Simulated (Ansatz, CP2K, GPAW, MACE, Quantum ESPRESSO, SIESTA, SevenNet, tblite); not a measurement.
# Quantum ESPRESSO on Ta2H10C4Cl8O3 (P2_1/c) (108 atoms): settings against a plane-wave reference

Wanted: Quantum ESPRESSO inputs and outputs for Ta2H10C4Cl8O3 (P2_1/c) (108 atoms), checked against a plane-wave reference.

Method: the method is named at each step, in Quantum ESPRESSO 7.5.

## Step 1: Starting point

The cell holds 108 atoms: 8 Ta, 40 H, 16 C, 32 Cl and 12 O. Cell: a = 6.639 Å, b = 26.008 Å, c = 10.653 Å, α = 90.0°, β = 114.3°, γ = 90.0°. It derives from Ta2H10C4Cl8O3 (P2_1/c), repeated 1×1×1. Ta2H10C4Cl8O3, space group P2_1/c, structure from the Crystallography Open Database, 1 x 1 x 1 conventional cells; every coordinate displaced by a Gaussian of 0.02 Å; bonds to H set to neutron lengths (C-H 1.089, N-H 1.015, O-H 0.983, B-H 1.19 Å) where the listed ones are shorter. Then every atom was moved at random, 0.05 Å r.m.s. a Cartesian component (hydrogen 0.6 of that).

The yardstick, on the same geometry:

| Property | Result |
| --- | --- |
| method | Kohn-Sham DFT, PBE, PAW, plane waves (Ansatz 0.2.0); cutoff 420 eV, Γ point, fermi-dirac smearing of 0.05 eV; PAW set soft_2 |
| r.m.s. force component | 1.993 eV/Å |
| longest force | 11.93 eV/Å |
| pressure | 4.276 GPa |
| gap (highest filled to lowest empty level) | 2.143 eV |
| SCF cycles | 11 |
| time | 25 s on 4 threads of Arm Neoverse V1, shared host |
| CPU time | 97 s |

## Step 2: PBE, sssp-1.3.0-efficiency, 60/480 Ry

Method: Kohn-Sham DFT, PBE, SSSP efficiency 1.3.0 pseudopotentials, plane waves.

File pw.in:

```
&control
  calculation = 'scf'
  pseudo_dir = './pseudo'
  outdir = './tmp'
  disk_io = 'none'
  tprnfor = .true.
  tstress = .true.
/
&system
  ibrav = 0
  nat = 108
  ntyp = 5
  ecutwfc = 60
  ecutrho = 480
  nosym = .true.
  occupations = 'smearing'
  smearing = 'fd'
  degauss = 0.003675
/
&electrons
  conv_thr = 5.4e-07
  electron_maxstep = 100
  mixing_beta = 0.2
  mixing_mode = 'local-TF'
  diagonalization = 'david'
/
ATOMIC_SPECIES
Ta 180.948 Ta.upf
H 1.008 H.upf
C 12.011 C.upf
Cl 35.450 Cl.upf
O 15.999 O.upf
CELL_PARAMETERS angstrom
6.63880 0.00000 0.00000
0.00000 26.00830 0.00000
-4.37581 0.00000 9.71248
ATOMIC_POSITIONS crystal
Ta 0.43901 0.89527 0.16185
Ta 0.54477 0.39227 0.33195
Ta 0.56991 0.10833 0.83584
Ta 0.42979 0.60803 0.66325
Ta 0.52531 0.85953 0.52391
Ta 0.47874 0.35842 0.96962
Ta 0.47800 0.13910 0.46980
Ta 0.51446 0.64477 0.02175
H 0.65473 0.99392 0.59471
H 0.33572 0.49245 0.89946
H 0.34632 0.00724 0.39920
H 0.65538 0.50708 0.09785
H 0.75341 0.95958 0.48519
H 0.24099 0.46011 0.01204
H 0.24312 0.04129 0.50999
H 0.75376 0.54016 0.99103
H 0.94619 0.97403 0.65252
H 0.05931 0.47818 0.84645
H 0.05798 0.02079 0.35218
H 0.94462 0.52064 0.15434
H 0.65512 0.94323 0.80082
H 0.36695 0.44384 0.69747
H 0.34782 0.05973 0.19895
H 0.63780 0.55589 0.30093
H 0.92776 0.94255 0.85159
H 0.06807 0.44344 0.65249
H 0.06777 0.05879 0.14574
H 0.92965 0.56007 0.35270
H 0.93365 0.84938 0.85676
H 0.05364 0.34791 0.64198
H 0.08003 0.15090 0.14770
H 0.92838 0.65551 0.35131
H 0.79550 0.86830 0.95085
H 0.21015 0.36705 0.54940
H 0.22395 0.13360 0.05866
H 0.78039 0.63153 0.45016
H 0.67463 0.76318 0.78701
H 0.33498 0.26567 0.71567
H 0.32817 0.23733 0.20324
H 0.68212 0.73418 0.29362
H 0.39421 0.78080 0.74897
H 0.61078 0.27810 0.76105
H 0.61211 0.22189 0.25799
H 0.39037 0.72481 0.24282
H 0.59135 0.79570 0.90644
H 0.41754 0.29527 0.59428
H 0.40989 0.20391 0.09600
H 0.58200 0.70589 0.41094
C 0.77183 0.96672 0.59528
C 0.19871 0.46438 0.89668
C 0.21413 0.03104 0.41018
C 0.78016 0.53833 0.09851
C 0.78433 0.92040 0.80048
C 0.23309 0.41664 0.70907
C 0.21298 0.08190 0.21166
C 0.77692 0.58170 0.29530
[... 48 atom lines left out ...]
O 0.58495 0.83884 0.74164
O 0.40414 0.34210 0.74706
O 0.41627 0.15795 0.25238
O 0.58866 0.65794 0.24939
K_POINTS gamma
```

On the command line:

```sh
$ OMP_NUM_THREADS=1 mpirun -np 4 pw.x -in pw.in > output.txt
```

What it wrote:

```text
Program PWSCF
     gamma-point specific algorithms are used
     one sub-group per band group will be used
     scalapack distributed-memory algorithm (size of sub-group:  2*  2 procs)
     Parallelization info
     sticks:   dense  smooth     PW     G-vecs:    dense   smooth      PW
     Min        5882    2939    737               502464   177629   22220
     Max        5883    2940    738               502471   177632   22222
     Sum       23529   11759   2951              2009867   710521   88885
     bravais-lattice index     =            0
     lattice parameter (alat)  =      12.5455  a.u.
     unit-cell volume          =   11316.9211 (a.u.)^3
     number of atoms/cell      =          108
     number of atomic types    =            5
     number of electrons       =       504.00
     number of Kohn-Sham states=          302
     kinetic-energy cutoff     =      60.0000  Ry
     charge density cutoff     =     480.0000  Ry
     scf convergence threshold =      5.4E-07
     mixing beta               =       0.2000
     number of iterations used =            8  local-TF  mixing
     Exchange-correlation= SLA  PW   PBX  PBC
                           (   1   4   3   4   0   0   0)
     crystal axes: (cart. coord. in units of alat)
               a(1) = (   1.000000   0.000000   0.000000 )
               a(2) = (   0.000000   3.917621   0.000000 )
               a(3) = (  -0.659127   0.000000   1.462987 )
     reciprocal axes: (cart. coord. in units 2 pi/alat)
               b(1) = (  1.000000 -0.000000  0.450535 )
               b(2) = (  0.000000  0.255257 -0.000000 )
               b(3) = (  0.000000  0.000000  0.683533 )
     PseudoPot. # 1 for Ta:
     Pseudo is Ultrasoft + core correction, Zval = 13.0
     PseudoPot. # 2 for H :
     Pseudo is Ultrasoft, Zval =  1.0
     PseudoPot. # 3 for C :
     Pseudo is Projector augmented-wave + core cor, Zval =  4.0
     PseudoPot. # 4 for Cl:
     Pseudo is Ultrasoft + core correction, Zval =  7.0
     PseudoPot. # 5 for O :
     Pseudo is Projector augmented-wave + core cor, Zval =  6.0
     atomic species   valence    mass     pseudopotential
     Ta               13.00   180.94800     Ta( 1.00)
     H                 1.00     1.00800     H ( 1.00)
     C                 4.00    12.01100     C ( 1.00)
     Cl                7.00    35.45000     Cl( 1.00)
     O                 6.00    15.99900     O ( 1.00)
     No symmetry found
   Cartesian axes
     number of k points=     1  Fermi-Dirac smearing, width (Ry)=  0.0037
                       cart. coord. in units 2pi/alat
        k(    1) = (   0.0000000   0.0000000   0.0000000), wk =   2.0000000
     Dense  grid:  1004934 G-vectors     FFT dimensions: (  90, 360, 144)
     Smooth grid:   355261 G-vectors     FFT dimensions: (  64, 243, 100)
     Initial potential from superposition of free atoms
     starting charge     503.9898, renormalised to     504.0000
     negative rho (up, down):  1.234E+00 0.000E+00
     Starting wfcs are  384 randomized atomic wfcs
     Self-consistent Calculation
     iteration #  1     ecut=    60.00 Ry     beta= 0.20
     negative rho (up, down):  1.243E+00 0.000E+00
     total energy              =   -3048.24859539 Ry
     estimated scf accuracy    <      10.64786215 Ry
     iteration #  2     ecut=    60.00 Ry     beta= 0.20
     negative rho (up, down):  1.268E+00 0.000E+00
     total energy              =   -3045.50850352 Ry
     estimated scf accuracy    <       7.11484745 Ry
     iteration #  3     ecut=    60.00 Ry     beta= 0.20
     negative rho (up, down):  1.264E+00 0.000E+00
     total energy              =   -3046.45179371 Ry
     estimated scf accuracy    <       0.83331957 Ry
     iteration #  4     ecut=    60.00 Ry     beta= 0.20
     negative rho (up, down):  1.261E+00 0.000E+00
     total energy              =   -3046.34588645 Ry
     estimated scf accuracy    <       0.47628449 Ry
     iteration #  5     ecut=    60.00 Ry     beta= 0.20
     negative rho (up, down):  1.262E+00 0.000E+00
     total energy              =   -3046.36005687 Ry
     estimated scf accuracy    <       0.14320122 Ry
     iteration #  6     ecut=    60.00 Ry     beta= 0.20
[...]
total energy              =   -3046.34020573 Ry
     estimated scf accuracy    <       0.07878314 Ry
[...]
total energy              =   -3046.34535634 Ry
[...]
iteration # 33     ecut=    60.00 Ry     beta= 0.20
[...]
total energy              =   -3046.34535631 Ry
     estimated scf accuracy    <       0.00000066 Ry
     iteration # 34     ecut=    60.00 Ry     beta= 0.20
[...]
total energy              =   -3046.34535623 Ry
     estimated scf accuracy    <       0.00000057 Ry
     iteration # 35     ecut=    60.00 Ry     beta= 0.20
     negative rho (up, down):  1.266E+00 0.000E+00
     End of self-consistent calculation
          k = 0.0000 0.0000 0.0000 ( 44443 PWs)   bands (ev):
   -67.2238 -67.0266 -66.8537 -66.7112 -66.6525 -66.6157 -66.5404 -66.4067
   -33.7227 -33.6163 -33.6059 -33.5972 -33.5260 -33.4806 -33.3980 -33.3717
   -33.3698 -33.3595 -33.3007 -33.2481 -33.2085 -33.1665 -33.1656 -33.1290
   -33.1134 -33.1118 -33.0546 -33.0396 -33.0150 -33.0042 -32.9570 -32.8235
   -20.4118 -20.0564 -20.0069 -19.4300 -19.0074 -18.6512 -18.3961 -18.1442
   -16.3062 -16.2319 -16.1853 -15.7922 -13.0439 -12.8889 -12.7979 -12.7446
[...]
5.6298   5.6545   5.8453   5.8705   5.8931   6.7069   6.7658   6.9886
     7.0146   7.1632   7.1838   7.2946   7.3483   7.4543   7.5388   7.6175
     7.6776   7.7316   7.7557   7.8346   7.8400   7.9644   8.0336   8.0917
     8.2031   8.3326   8.3908   8.5665   8.6197   8.7137
     the Fermi energy is     2.8226 ev
!    total energy              =   -3046.34535587 Ry
     estimated scf accuracy    <       0.00000038 Ry
     smearing contrib. (-TS)   =      -0.00000000 Ry
     internal energy E=F+TS    =   -3046.34535587 Ry
     The total energy is F=E-TS. E is the sum of the following terms:
     one-electron contribution =   -1719.11122197 Ry
     hartree contribution      =    1011.18301537 Ry
     xc contribution           =    -831.77384774 Ry
     ewald contribution        =   -1293.85395734 Ry
     one-center paw contrib.   =    -212.78934418 Ry
     convergence has been achieved in  35 iterations
     negative rho (up, down):  1.266E+00 0.000E+00
     Forces acting on atoms (cartesian axes, Ry/au):
     atom    1 type  1   force =    -0.00037990   -0.08802435    0.03661645
     atom    2 type  1   force =     0.10476266    0.00555697    0.02826773
     atom    3 type  1   force =    -0.07031943   -0.08904139    0.00197077
     atom    4 type  1   force =     0.01749724   -0.02895156   -0.02716224
     atom    5 type  1   force =    -0.12739857   -0.08588879    0.14219788
     atom    6 type  1   force =     0.06634800   -0.00651868   -0.03089845
[...]
atom  106 type  5   force =     0.01831361   -0.08935584    0.01495992
     atom  107 type  5   force =    -0.03452023    0.02289318   -0.00354191
     atom  108 type  5   force =    -0.00414631    0.00272774    0.02998509
     Total force =     1.404102     Total SCF correction =     0.002268
     Computing stress (Cartesian axis) and pressure
     negative rho (up, down):  1.266E+00 0.000E+00
          total   stress  (Ry/bohr**3)                   (kbar)     P=       43.04
   0.00029669  -0.00008086  -0.00001539           43.64      -11.89       -2.26
  -0.00008086   0.00022471   0.00001572          -11.89       33.06        2.31
  -0.00001539   0.00001572   0.00035634           -2.26        2.31       52.42
     Message from routine punch:
     Nothing written, as per user request (disk_io='none')
```

The job ended after 11 min (4 MPI ranks of Arm Neoverse V1, shared host; peak memory 7.4 GiB).

Banners, paths, timers and routine set-up lines are dropped from the logs unmarked, and long logs keep their key lines alone; longer cuts are marked.

Numbers from this run, and their distance from the reference:

```yaml
r_m_s_force_component: 2.006 eV/Å
r_m_s_difference_of_force_components: 48.99 meV/Å
longest_difference_of_force_vectors: 428 meV/Å
force_difference_over_r_m_s_force: 2.458 %
slope_of_forces_against_the_reference_s: 1.006
correlation_of_force_components: 0.9997
spacing_of_highest_filled_and_lowest_empty_level: 2.146 eV
gap_difference: 0.0029 eV
pressure: 4.304 GPa
pressure_difference: 0.0276 GPa
```

Length of the force difference by element (eV/Å):

```
element  atoms    mean   most
      C     16   0.034  0.061
     Cl     32  0.0058  0.025
      H     40  0.0088  0.013
      O     12    0.13   0.41
     Ta      8    0.16   0.43
```

Levels nearest the highest filled one (eV from it): -0.62, -0.61, -0.58, -0.56, -0.56, -0.53, -0.48, -0.40, -0.36, -0.34, -0.27, 0.00, 2.15, 2.19, 2.28, 2.38, 2.39, 2.42, 2.48, 2.50, 2.59, 2.65, 2.67, 2.70.

The surroundings of H48, picked at random, nearest first, numbered as they follow in the input and with coordinates relative to it.

```
atom      x      y      z  distance (Å)  bonds     Fx     Fy  Fz (eV/Å)
 H48   0.00   0.00   0.00          0.00      1   0.25  -0.38      -0.16
 C64   0.34   0.05  -1.05          1.10      4  -1.06   0.44      -0.45
 H44  -0.54   0.49  -1.63          1.79      1   1.14  -0.92       0.39
 H40   1.18   0.74  -1.14          1.80      1   0.32   0.35       0.07
O108   0.75  -1.25  -1.57          2.14      3  -0.11   0.07       0.77
 H36   1.15  -1.93   0.38          2.28      1   0.55  -0.43      -0.24
 C60   1.71  -2.01  -0.57          2.70      4  -2.36   7.22       0.68
 H32   2.56  -1.31  -0.58          2.93      1   0.30  -0.58       0.20
Cl84  -0.15  -1.26   2.81          3.09      1  -0.22  -0.49       0.19
Cl89   0.89   2.64   1.52          3.17      1   1.06  -0.60       0.31
Cl72  -1.55  -2.82   0.14          3.23      1  -0.35   0.12       0.87
Cl93  -2.30   2.25   0.37          3.24      1   0.67   0.59       0.26
```

Forces lie 2.5 % from the reference's, at 27 times its CPU time.

## Step 3: PBE, sssp-1.3.0-efficiency, 25/200 Ry

Method: Kohn-Sham DFT, PBE, SSSP efficiency 1.3.0 pseudopotentials, plane waves.

pw.in: that of step 2 with these lines changed.

```diff
@@ -12,4 +12,4 @@
   ntyp = 5
-  ecutwfc = 60
-  ecutrho = 480
+  ecutwfc = 25
+  ecutrho = 200
   nosym = .true.
```

On the command line:

```sh
$ OMP_NUM_THREADS=1 mpirun -np 2 pw.x -in pw.in > output.txt
```

What it wrote:

```text
[banner, memory and clock lines left out]
Program PWSCF
     gamma-point specific algorithms are used
     bravais-lattice index     =            0
     lattice parameter (alat)  =      12.5455  a.u.
     unit-cell volume          =   11316.9211 (a.u.)^3
[... lines left out ...]
     number of k points=     1  Fermi-Dirac smearing, width (Ry)=  0.0037
[... lines left out ...]
     total energy              =   -3044.65952517 Ry
[... lines left out ...]
     total energy              =   -3042.19871323 Ry
[... lines left out ...]
     total energy              =   -3043.01407888 Ry
[... lines left out ...]
     total energy              =   -3042.92637325 Ry
[... lines left out ...]
     total energy              =   -3042.92637323 Ry
[... lines left out ...]
     the Fermi energy is     2.8344 ev
!    total energy              =   -3042.92637276 Ry
[... lines left out ...]
     The total energy is F=E-TS. E is the sum of the following terms:
     one-electron contribution =   -1712.66320079 Ry
     hartree contribution      =    1007.66386058 Ry
     xc contribution           =    -831.05895729 Ry
     ewald contribution        =   -1293.85395732 Ry
     one-center paw contrib.   =    -213.01411795 Ry
     convergence has been achieved in  32 iterations
     negative rho (up, down):  1.249E+00 0.000E+00
     Forces acting on atoms (cartesian axes, Ry/au):
     atom    1 type  1   force =     0.00119687   -0.08807134    0.03173228
     atom    2 type  1   force =     0.10389688    0.00597803    0.03308217
     atom    3 type  1   force =    -0.07143511   -0.09009712    0.00580163
[...]
atom  107 type  5   force =    -0.03841324    0.02096945   -0.01290915
     atom  108 type  5   force =    -0.00060244   -0.00146031    0.03845460
     Total force =     1.459716     Total SCF correction =     0.002535
     Computing stress (Cartesian axis) and pressure
     negative rho (up, down):  1.249E+00 0.000E+00
          total   stress  (Ry/bohr**3)                   (kbar)     P=     -114.18
  -0.00084780  -0.00008355  -0.00002277         -124.72      -12.29       -3.35
  -0.00008355  -0.00081398   0.00001870          -12.29     -119.74        2.75
  -0.00002277   0.00001870  -0.00066668           -3.35        2.75      -98.07
     Message from routine punch:
     Nothing written, as per user request (disk_io='none')
```

Run time: 5.2 min. Hardware: 2 MPI ranks; peak memory 2 GiB.

Against the reference:

```
r.m.s. force component                           : 2.085 eV/Å
r.m.s. difference of force components            : 207.4 meV/Å
longest difference of force vectors              : 1071 meV/Å
force difference over r.m.s. force               : 10.41 %
slope of forces against the reference's          : 1.042
correlation of force components                  : 0.9959
gap (highest filled to lowest empty level) : 2.143 eV
gap difference                                   : -0.0004 eV
pressure                                         : -11.42 GPa
pressure difference                              : -15.69 GPa
energy less the same-level run's                 : 430.7 meV/atom
r.m.s. force difference from the same-level run  : 202.7 meV/Å
```

This is a coarse setting, run to see what it loses.

Against the first run (2.5 %), the force difference from the reference is 10 %, at 0.24 times the CPU time (on 2 against 4 cores): the cutoff matters here.

## Step 4: All runs compared

Differences are against the plane-wave reference, forces as r.m.s. over components; share is that over the reference's r.m.s. force, slope the least-squares factor from reference forces to these. Total energies of different programs have different zeros and aren't compared.

```
                                              run  Δ force, r.m.s. (meV/Å)  share (%)  slope  Δ pressure (GPa)  Δ gap (eV)  cores  CPU time  memory (GiB)
                                        reference                        -          -      -                 -           -      4      97 s           2.1
         QE PBE, sssp-1.3.0-efficiency, 60/480 Ry                     49.0       2.46  1.006            0.0276      0.0029      4    44 min           7.4
QE PBE, sssp-1.3.0-efficiency, 25/200 Ry (coarse)                      207       10.4  1.042             -15.7     -4.0e-4      2    10 min           2.0
```

Rows marked coarse were listed beforehand as settings not expected to be converged; some can still land near the reference.

CPU time is summed over cores on a shared host, where runs went side by side, so it is rough. Symmetry, cutoffs, thresholds, outputs and thread counts weren't matched or tuned between programs; memory under MPI is the largest rank's times the ranks.

Within one program, basis, potentials and functional, energies share a zero. Each run against its twin at the usual cutoff or grid and solver:

```
                                     run                              twin  Δ energy (meV/atom)  Δ force, r.m.s. (meV/Å)         CPU time over the twin's
QE PBE, sssp-1.3.0-efficiency, 25/200 Ry  sssp-1.3.0-efficiency, 60/480 Ry                  431                      203  0.23 (this twin ran on 4 cores)
```

## Step 5: What came out

| Quantity | Value |
| --- | --- |
| nearest in forces | QE PBE, sssp-1.3.0-efficiency, 60/480 Ry, 2.5 % |
| its CPU time | 44 min |

**Reading.** PBE on plane waves or a grid with other potentials, cutoffs or grids, coarse settings apart, differs from the reference by 2.5 % (QE PBE, sssp-1.3.0-efficiency, 60/480 Ry) of the r.m.s. force; this holds the reference's own error, so differences of a few per cent don't tell which side is nearer the exact PBE result (QE's 60 Ry are 816 eV, against the reference's 420 eV). Runs with settings chosen to be coarse differ by 10 % (QE PBE, sssp-1.3.0-efficiency, 25/200 Ry), their programs' other errors included. None of the electronic-structure runs in the table takes under half the reference's CPU time of 97 s; they take 6.5 to 27 times as much. PBE gaps agree with the reference's 2.14 eV within 0.003 eV. These are spacings on the run's k-points, which needn't hold the band edges. In pressure, QE PBE, sssp-1.3.0-efficiency, 25/200 Ry misses by -15.7 GPa, at the same functional; a cutoff this low leaves a large Pulay stress. The reference's PBE has no dispersion term, which matters for the binding between molecules or layers. The published positions, changed by the recipe (random displacements or longer bonds to H), lie far from the minimum at this level of theory. The reference's pressure of 4.3 GPa belongs to a cell and atoms that aren't relaxed at this level. The electronic-structure runs sample only Γ, in a cell whose shortest periodic width is 6 Å. Spin–orbit coupling is left out, which matters for the levels of the heavy elements.

[Also dropped from logs without a mark: logging warnings of Python, and SIESTA's first energy breakdown and zero terms.]

[Logs are printed without paths, hosts, clocks, repeated set-up lines and the standing remarks that a program may print on its own settings, such as how far it seeks lower states.]

[Hosts, paths, dates, database ids (printed as entryN), source tags and the programs' standing remarks are cut or masked in the printed files.]
